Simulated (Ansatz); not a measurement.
# LaIrS3 (built on the sites of a database entry of LaCoO3): following an unstable mode

Wanted: the energy along a soft mode of LaIrS3 (built on the sites of a database entry of LaCoO3) and the structure at the end.

Main program and level: Ansatz 0.2.0; DFT PBEsol, scalar-relativistic, plane waves, PseudoDojo norm-conserving pseudopotentials.

The structure was built from a prototype and need not be the compound's stable phase.

**1. Starting point**

Symmetry: Pm-3m, No. 221, cubic system. Conventional cell: a = 4.634 Å, b = 4.634 Å, c = 4.634 Å, α = 90.00°, β = 90.00°, γ = 90.00°. Nearest to La lie 12 S at 3.28 Å. Nearest to Ir lie 6 S at 2.32 Å. Nearest to S lie 2 Ir at 2.32 Å and 4 La at 3.28 Å. Farther neighbours and most contacts between anions are not listed.

**2. Linear response at the zone centre**

The cell comes from relaxations at this level that are not shown. The zone centre is the only wavevector solved here; it holds the modes that light can see, as far as symmetry allows. No field response is asked, since the mesh shows no gap.

Contents of input.yaml:

```yaml
crystal:
  lattice:
    - [4.6342572702, 0.0, 0.0]
    - [0.0, 4.6342572702, 0.0]
    - [0.0, 0.0, 4.6342572702]
  atoms:
    - { symbol: La, position: [0.0, 0.0, 0.0] }
    - { symbol: Ir, position: [0.5, 0.5, 0.5] }
    - { symbol: S, position: [0.5, 0.5, 0.0] }
    - { symbol: S, position: [0.0, 0.5, 0.5] }
    - { symbol: S, position: [0.5, 0.0, 0.5] }
kpoints:
  mp_grid: { grid: [8, 8, 8] }
hamiltonian:
  xc: pbesol
  pseudopotentials: { kind: nc, accuracy: standard }
scf:
  occupations: { method: methfessel_paxton, width: 0.2 }
output:
  eigenvalues: true
phonons:
  method: dfpt
```

Run with:

```
ansatz run input.yaml --threads 8 --pin off --max-ram 14336MiB --backend cpu --events-out ev --progress --plain --runs-dir out
```

Numbers of over 12 decimals in the logs are rounded to 6 here.

Output:

```text
zone centre: on kpoints.mp_grid the ground state, and the responses unless they are solved on pairs of k-points, stand on 125 of the mesh's 512 k-points, reduced under 8 symmetry operations, with k and −k counted as one. Each operation leaves every solved displacement unchanged or reverses it
Engine: ansatz 0.2.0, aarch64-unknown-linux-gnu
Pseudopotentials: kind: nc
Pseudopotential: La, nc, valence charge 11, recommended cutoff 1496.626244 eV (normal), La.nc.azcp (PseudoDojo's, or run here from an input of PseudoDojo's; its table is named by hamiltonian.pseudopotentials.accuracy)
Pseudopotential: Ir, nc, valence charge 17, recommended cutoff 925.187132 eV (normal), Ir.nc.azcp (PseudoDojo's, or run here from an input of PseudoDojo's; its table is named by hamiltonian.pseudopotentials.accuracy)
Pseudopotential: S, nc, valence charge 6, recommended cutoff 707.496042 eV (normal), S.nc.azcp (PseudoDojo's, or run here from an input of PseudoDojo's; its table is named by hamiltonian.pseudopotentials.accuracy)
Functional definition: PBEsol
  exchange = pbesol_x
  correlation = pbesol_c
Crystal: 5 atoms, lattice volume = 99.527 Å³
Basis set: ecut = 1496.626244 eV, 13133 PW (Γ), exchange–correlation on 120×120×120 points (8 copies of the dense FFT grid, shifted against one another)
Bands: 28, of which v1, the nominal top of the filled ones, is band 23 counted from 1 (22 counted from 0)
Symmetry: 48 space group operations
k-points: 125 of 512 (irreducible under 8 space group operations)
Non-local potential: La, projectors of the file, l = 0: 2, l = 1: 2, l = 2: 2, l = 3: 2
Non-local potential: Ir, projectors of the file, l = 0: 2, l = 1: 2, l = 2: 2, l = 3: 2
Non-local potential: S, projectors of the file, l = 0: 2, l = 1: 2, l = 2: 2
Initial density: superposition of atomic densities (chi_scale 0.1, normalization cell, long waves kept (reshape's long-wave potential 0.00 eV rms))
Initial wavefunctions: pseudopotential atomic-orbital guess
Functional: x = pbesol(κ = 0.804, μ = 0.123457), c = pbesol(β = 0.046)
SCF iter   1: F=—  HF=-4990.800849 eV  |F-HF|=—  |Δ(HF+E_count)|=         —  Δρ=4.25e-1  dr2=3.24e2  ethr=3.10e-3  ⟨swp⟩=17.9  Hψ=80389  notcnv=0
automatic band count: the SCF goes on with 33 bands, as 28 were too few: the levels above may hold too much charge
preconditioner: auto → Kerker (q_TF=auto, 2.399 Å⁻¹)  [metal: Δε(μ)=0.004 eV  Ē_g=7.644 eV  σ=0.200 eV  W_gap=0.02  n_scr=26 (ndim 8)  ℏωp=22.3 eV  f_vac=0.000  D(μ)=41.28/eV (n_scr^D=1044)]
SCF iter   2: F=—  HF=-5002.301926 eV  |F-HF|=—  |Δ(HF+E_count)|=    1.15e1  S|Δr|=    0.00e0  Δρ=1.98e-1  dr2=4.63e1  ethr=3.10e-3  ⟨swp⟩=10.8  Hψ=18387  notcnv=0  defer=90
SCF iter   3: F=—  HF=-4992.199449 eV  |F-HF|=—  |Δ(HF+E_count)|=    1.01e1  S|Δr|=    0.00e0  Δρ=1.20e-1  dr2=1.64e1  ethr=3.10e-3  ⟨swp⟩=4.9  Hψ=10458  notcnv=0  defer=264
SCF iter   4: F=—  HF=-4988.224542 eV  |F-HF|=—  |Δ(HF+E_count)|=    3.97e0  S|Δr|=    0.00e0  Δρ=7.74e-2  dr2=7.77e0  ethr=3.10e-3  ⟨swp⟩=4.3  Hψ=9637  notcnv=0  defer=325
SCF iter   5: F=—  HF=-4985.581988 eV  |F-HF|=—  |Δ(HF+E_count)|=    2.64e0  S|Δr|=    0.00e0  Δρ=3.60e-2  dr2=2.15e0  ethr=3.10e-3  ⟨swp⟩=5.8  Hψ=13061  notcnv=0  defer=513
SCF iter   6: F=—  HF=-4985.101802 eV  |F-HF|=—  |Δ(HF+E_count)|=   4.80e-1  S|Δr|=    0.00e0  Δρ=2.30e-2  dr2=8.79e-1  ethr=3.10e-3  ⟨swp⟩=5.5  Hψ=12190  notcnv=0  defer=337
SCF iter   7: F=—  HF=-4984.823008 eV  |F-HF|=—  |Δ(HF+E_count)|=   2.79e-1  S|Δr|=    0.00e0  Δρ=8.24e-3  dr2=1.04e-1  ethr=1.91e-3  ⟨swp⟩=4.9  Hψ=12341  notcnv=0  defer=238
SCF iter   8: F=—  HF=-4984.793488 eV  |F-HF|=—  |Δ(HF+E_count)|=   2.95e-2  S|Δr|=    0.00e0  Δρ=1.07e-3  dr2=9.31e-4  ethr=2.25e-4  ⟨swp⟩=2.7  Hψ=8226  notcnv=0  defer=232
SCF iter   9: F=—  HF=-4984.819379 eV  |F-HF|=—  |Δ(HF+E_count)|=   2.59e-2  S|Δr|=    0.00e0  Δρ=8.21e-3  dr2=1.15e-1  ethr=2.02e-6  ⟨swp⟩=3.6  Hψ=10765  notcnv=0  defer=223
SCF iter  10: F=—  HF=-4984.794832 eV  |F-HF|=—  |Δ(HF+E_count)|=   2.45e-2  S|Δr|=    0.00e0  Δρ=1.95e-3  dr2=5.94e-3  ethr=2.02e-6  ⟨swp⟩=3.8  Hψ=10584  notcnv=0  defer=218
SCF iter  11: F=—  HF=-4984.793297 eV  |F-HF|=—  |Δ(HF+E_count)|=   1.54e-3  S|Δr|=    0.00e0  Δρ=3.68e-4  dr2=2.03e-4  ethr=2.02e-6  ⟨swp⟩=2.1  Hψ=6660  notcnv=0  defer=211
SCF iter  12: F=—  HF=-4984.793241 eV  |F-HF|=—  |Δ(HF+E_count)|=   5.61e-5  S|Δr|=    0.00e0  Δρ=2.62e-5  dr2=8.76e-7  ethr=4.42e-7  ⟨swp⟩=2.1  Hψ=6276  notcnv=0  defer=209
SCF iter  13: F=—  HF=-4984.793141 eV  |F-HF|=—  |Δ(HF+E_count)|=   9.99e-5  S|Δr|=    0.00e0  Δρ=8.25e-6  dr2=1.01e-7  ethr=1.90e-9  ⟨swp⟩=2.4  Hψ=7204  notcnv=0  defer=207
SCF iter  14: F=—  HF=-4984.793141 eV  |F-HF|=—  |Δ(HF+E_count)|=  1.68e-10  S|Δr|=    0.00e0  Δρ=6.24e-6  dr2=6.85e-8  ethr=2.20e-10  ⟨swp⟩=2.1  Hψ=6306  notcnv=0  defer=207
SCF iter  15: F=—  HF=-4984.793141 eV  |F-HF|=—  |Δ(HF+E_count)|=   1.15e-8  S|Δr|=    0.00e0  Δρ=3.41e-6  dr2=1.76e-8  ethr=1.49e-10  ⟨swp⟩=1.3  Hψ=3944  notcnv=0  defer=207
SCF iter  16: F=—  HF=-4984.793141 eV  |F-HF|=—  |Δ(HF+E_count)|=   4.09e-9  S|Δr|=    0.00e0  Δρ=8.50e-7  dr2=9.57e-10  ethr=3.83e-11  ⟨swp⟩=2.4  Hψ=5308  notcnv=0  defer=207
SCF iter  17: F=-4984.793141 eV  HF=-4984.793141 eV  |F-HF|=9.09e-13  |Δ(HF+E_count)|=  2.07e-10  S|Δr|=    0.00e0  Δρ=9.05e-8  dr2=3.88e-12  ethr=1.00e-12  ⟨swp⟩=15.9  Hψ=33312  notcnv=0
SCF 1 converged in 17 iterations: F = -4984.793141 eV  dr2 = 3.88e-12
DFPT response loops at Γ: preconditioner auto → Kerker (q_TF=auto, 2.399 Å⁻¹) (partly filled bands, converged f_vac=0.000); β = 1.00, the filter's whole step (`scf.mixing.beta` (0.50) is not read by the response loops under this deck's `scf.mixing.preconditioner`; to damp them name `kerker` or `kerker_dos`, under which they read `scf.mixing.beta`, and type it under 1.00, their step now; both keys bind the ground state too); Broyden in place of MSR1
SCF converged after 17 iterations
Stability not checked: this state was not tested for a lower state beside it, because cold or Methfessel-Paxton smearing, or corrected tetrahedra, fill the levels in a way that the test cannot read (fill_not_monotonic; see scf.lower_state_search)
Free energy (F): -4984.793141 eV
Harris-Foulkes:  -4984.793141 eV  (|F-HF|=9.09e-13)
Internal energy: -4984.794163 eV  (E = F + TS)
E sigma→0 (E₀):  -4984.793397 eV
Entropy (-TS):   0.001022 eV (0.204 meV/atom)
Fermi energy:    11.680640 eV
--- Per-component energies (eV) ---
  E_band       = -259.671665
  E_kinetic    = 1437.610113
  E_local      = -3445.499259  (includes V_loc(G=0)·N_el)
  E_nonlocal   = 384.396877
  E_hartree    = 1104.050061
  E_xc         = -1070.937567
  E_vxc        = -844.279532  (∫ρ·V_xc dr)
  E_ewald      = -3394.414388
  E_smearing   = 0.001022  (= −TS)
  E_closure    = 0.000000  (closes the sum)
  Σ components = -4984.793141   (vs F -4984.793141, Δ=0.00e0)
--- Band table (eV; the first three rows and the last of 125) ---
  k-point 0: bands = [... 19 lower, 9.7429, 10.5191, 10.5191, 10.9689, 10.9689, 10.9689, 13.1442, 13.1442, ... 6 higher]
  k-point 1: bands = [... 19 lower, 10.0131, 10.0131, 10.5991, 11.0146, 11.0146, 11.5643, 13.3052, 13.3841, ... 6 higher]
  k-point 2: bands = [... 19 lower, 10.2465, 10.2465, 10.6776, 11.3076, 11.3076, 12.1091, 13.4678, 13.6402, ... 6 higher]
  k-point 124: bands = [... 19 lower, 11.4081, 11.8994, 11.8994, 11.8994, 13.6547, 13.6547, 13.6547, 13.7123, ... 6 higher]
--- Phonons (Γ-DFPT): 4 representative perturbations + reference, on 125 of 512 k-points (Σ response iterations 15) ---
  k mesh reduced under 8 symmetry operations, with k and −k counted as one. Each operation leaves every solved displacement unchanged or reverses it
  ASR residual: 4.026e-4 → 0.000e0 eV/Å²; symmetrization residual: 9.157e-6 eV/Å²
  ASR residual per site (eV/Å²): 1.14e-4 4.03e-4 3.08e-5 3.08e-5 3.08e-5
  Γ frequencies (cm⁻¹): -194.57 -194.57 -194.57 -188.58 -188.58 -188.58 -44.07 -44.07 -44.07 0.00 0.00 0.00 368.81 368.81 368.81
  non-analytic LO–TO correction: not included (Born effective charges unavailable; polar crystals: no LO–TO splitting at Γ)
```

Wall time 5 min (8 threads of Arm Neoverse N1, shared host); peak memory 8.2 GiB.

Numbers from this step:

- volume per atom: 19.91 Å³
- gap on the k-mesh: 0 eV
- sum-rule residual before enforcement: 4.03e-4 eV/Å²
- point group: m-3m
- highest optical mode at the zone centre (no LO-TO term): 368.8 cm⁻¹
- lowest optical zone-centre mode: -194.6 cm⁻¹

Patterns of degenerate modes are one choice out of their space. The modes at Γ (shares of kinetic energy by element, %) (negative means imaginary):

| mode | frequency (cm⁻¹) | symmetry | La % | Ir % | S % |
| --- | --- | --- | --- | --- | --- |
| 1 | -194.6 | T2u | 0 | 0 | 100 |
| 2 | -194.6 | T2u | 0 | 0 | 100 |
| 3 | -194.6 | T2u | 0 | 0 | 100 |
| 4 | -188.6 | T1u | 1 | 18 | 81 |
| 5 | -188.6 | T1u | 1 | 18 | 81 |
| 6 | -188.6 | T1u | 1 | 18 | 81 |
| 7 | -44.1 | T1u | 66 | 27 | 6 |
| 8 | -44.1 | T1u | 66 | 27 | 6 |
| 9 | -44.1 | T1u | 66 | 27 | 6 |
| 10 | 0.0 | acoustic | 33 | 45 | 23 |
| 11 | 0.0 | acoustic | 33 | 45 | 23 |
| 12 | 0.0 | acoustic | 33 | 45 | 23 |
| 13 | 368.8 | T1u | 0 | 10 | 90 |
| 14 | 368.8 | T1u | 0 | 10 | 90 |
| 15 | 368.8 | T1u | 0 | 10 | 90 |

Displacements in mode 1 (-194.6 cm⁻¹), the largest set to 1:
```
La1  0.00  0.00  0.00
Ir2  0.00  0.00  0.00
S3  -1.00 -0.03  0.00
S4   0.00  0.03  0.04
S5   1.00  0.00 -0.04
```

Displacements in mode 9 (-44.1 cm⁻¹), the largest set to 1:
```
La1  1.00  0.00  0.00
Ir2 -0.55  0.00  0.00
S3  -0.28  0.00  0.00
S4  -0.50  0.00  0.00
S5  -0.28  0.00  0.00
```

Before it was imposed, the acoustic sum rule was missed by 4.0e-4 eV/Å². Small misses are needed for a sound result but don't prove that mesh and cutoff are converged. The lowest optical mode is imaginary, 194.6i cm⁻¹, so the energy falls along it.

**3. The mode frozen in, largest atomic shift 0 Å**

The mode followed lies at Γ with frequency 194.6i cm⁻¹ and is 3-fold degenerate, the softest among the wavevectors solved. At small amplitude the distorted cell has space group no. 155 by a symmetry search on the positions. The undistorted cell that holds it gives the zero of energy on the same k mesh.

Edit input.yaml of step 2 so:

```diff
@@ -19,4 +19,4 @@
 output:
+  forces: true
+  stress: true
   eigenvalues: true
-phonons:
-  method: dfpt
```

Output:

```text
[...]
Crystal: 5 atoms, lattice volume = 99.527 Å³
Basis set: ecut = 1496.626244 eV, 13133 PW (Γ), exchange–correlation on 120×120×120 points (8 copies of the dense FFT grid, shifted against one another)
Bands: 28, of which v1, the nominal top of the filled ones, is band 23 counted from 1 (22 counted from 0)
Symmetry: 48 space group operations
[...]
k-points: 35 of 512
[...]
k-point 0: bands = [... 19 lower, 9.7429, 10.5192, 10.5192, 10.9689, 10.9689, 10.9689, 13.1442, 13.1442, ... 6 higher]
  k-point 1: bands = [... 19 lower, 10.0131, 10.0131, 10.5992, 11.0146, 11.0146, 11.5643, 13.3052, 13.3840, ... 6 higher]
  k-point 2: bands = [... 19 lower, 10.2465, 10.2465, 10.6777, 11.3077, 11.3077, 12.1091, 13.4677, 13.6400, ... 6 higher]
  k-point 34: bands = [... 19 lower, 11.4081, 11.8994, 11.8994, 11.8994, 13.6544, 13.6544, 13.6544, 13.7121, ... 6 higher]
[key lines of the parts left out:]
SCF converged after 14 iterations
Free energy (F): -4984.793141 eV
Fermi energy:    11.680678 eV
P = ⅓ Tr σ = -0.0047 GPa (-0.047 kbar)
```

Wall time 25 s (8 threads); peak memory 1.6 GiB.

Numbers from this step:

```
pressure                         : -0.004674 GPa
energy from the undistorted cell : 0 meV/atom
```

The run ends at a pressure of 0.00 GPa.

**4. The mode frozen in, largest atomic shift 0.45 Å**

The atoms are moved along the unstable eigenvector, the largest shift by 0.45 Å, with the cell fixed.

input.yaml, the sections that differ from step 3:

```yaml
crystal:
  lattice:
    - [4.6342572702, 0.0, 0.0]
    - [0.0, 4.6342572702, 0.0]
    - [0.0, 0.0, 4.6342572702]
  atoms:
    - { symbol: La, position: [0.0, 0.0, 0.0] }
    - { symbol: Ir, position: [0.5, 0.5, 0.5] }
    - { symbol: S, position: [0.5686621465, 0.5686621465, 0.0] }
    - { symbol: S, position: [0.0, 0.4313378535, 0.5686621465] }
    - { symbol: S, position: [0.4313378535, 0.0, 0.4313378535] }
# kpoints, hamiltonian, scf, output: as in step 3
```

Output:

```text
[...]
Crystal: 5 atoms, lattice volume = 99.527 Å³
Basis set: ecut = 1496.626244 eV, 13133 PW (Γ), exchange–correlation on 120×120×120 points (8 copies of the dense FFT grid, shifted against one another)
Bands: 28, of which v1, the nominal top of the filled ones, is band 23 counted from 1 (22 counted from 0)
Symmetry: 6 space group operations
[...]
k-point 0: bands = [... 19 lower, 9.4359, 10.5919, 10.5919, 11.6707, 12.0081, 12.0081, 13.6212, 13.6212, ... 6 higher]
  k-point 1: bands = [... 19 lower, 9.7346, 10.1070, 10.9480, 11.3860, 11.8725, 12.5153, 13.5728, 13.7876, ... 6 higher]
  k-point 2: bands = [... 19 lower, 9.9721, 10.2061, 11.1456, 11.3716, 11.8475, 12.8376, 13.6682, 13.9511, ... 6 higher]
  k-point 64: bands = [... 19 lower, 10.9727, 11.5517, 11.5520, 11.5520, 13.8496, 13.8496, 13.9789, 13.9789, ... 6 higher]
[key lines of the parts left out:]
SCF converged after 11 iterations
Free energy (F): -4985.441108 eV
Fermi energy:    11.860366 eV
P = ⅓ Tr σ = -0.2246 GPa (-2.246 kbar)
```

The job ended after 54 s (8 threads; peak memory 1.7 GiB).

This step gave:

```
pressure                         : -0.2246 GPa
energy from the undistorted cell : -130.0 meV/atom
```

The energy, extrapolated to zero smearing, is -129.97 meV/atom against the undistorted cell.

The run ends at a pressure of -0.22 GPa, with forces up to 0.18 eV/Å.

**5. Energy along the mode, all amplitudes (two of the runs are shown above)**

An imaginary frequency means negative curvature, so the energy should fall and then rise again as anharmonic terms take over.

Numbers from this step:

```yaml
depth_at_the_lowest_point_sampled: 130.0 meV/atom
largest_atomic_shift_at_that_point: 0.45 Å
```

The energy from the parent by largest atomic shift:

| largest atomic shift (Å) | energy from the parent (meV/atom) |
| --- | --- |
| 0.000 | 0 |
| 0.040 | -2.10 |
| 0.080 | -8.29 |
| 0.140 | -24.5 |
| 0.220 | -57.2 |
| 0.320 | -105 |
| 0.450 | -130 |
| 0.600 | -43.1 |

Displacement at unit largest shift by atom:

| atom | x (Å) | y (Å) | z (Å) | size |
| --- | --- | --- | --- | --- |
| La1 | 0.000 | 0.000 | 0.000 | 0.000 |
| Ir2 | 0.000 | 0.000 | 0.000 | 0.000 |
| S3 | 0.707 | 0.707 | 0.000 | 1.000 |
| S4 | 0.000 | -0.707 | 0.707 | 1.000 |
| S5 | -0.707 | 0.000 | -0.707 | 1.000 |

The lowest of the steps tried is at 0.45 Å, 130 meV/atom below the parent; the bottom of the well need not coincide with a step.

(Continued in part 2 of 2.)

[Logs are printed without paths, hosts, clocks, repeated set-up lines and the standing remarks that a program may print on its own settings, such as how far it seeks lower states.]

[Hosts, paths, dates, database ids (printed as entryN), source tags and the programs' standing remarks are cut or masked in the printed files.]
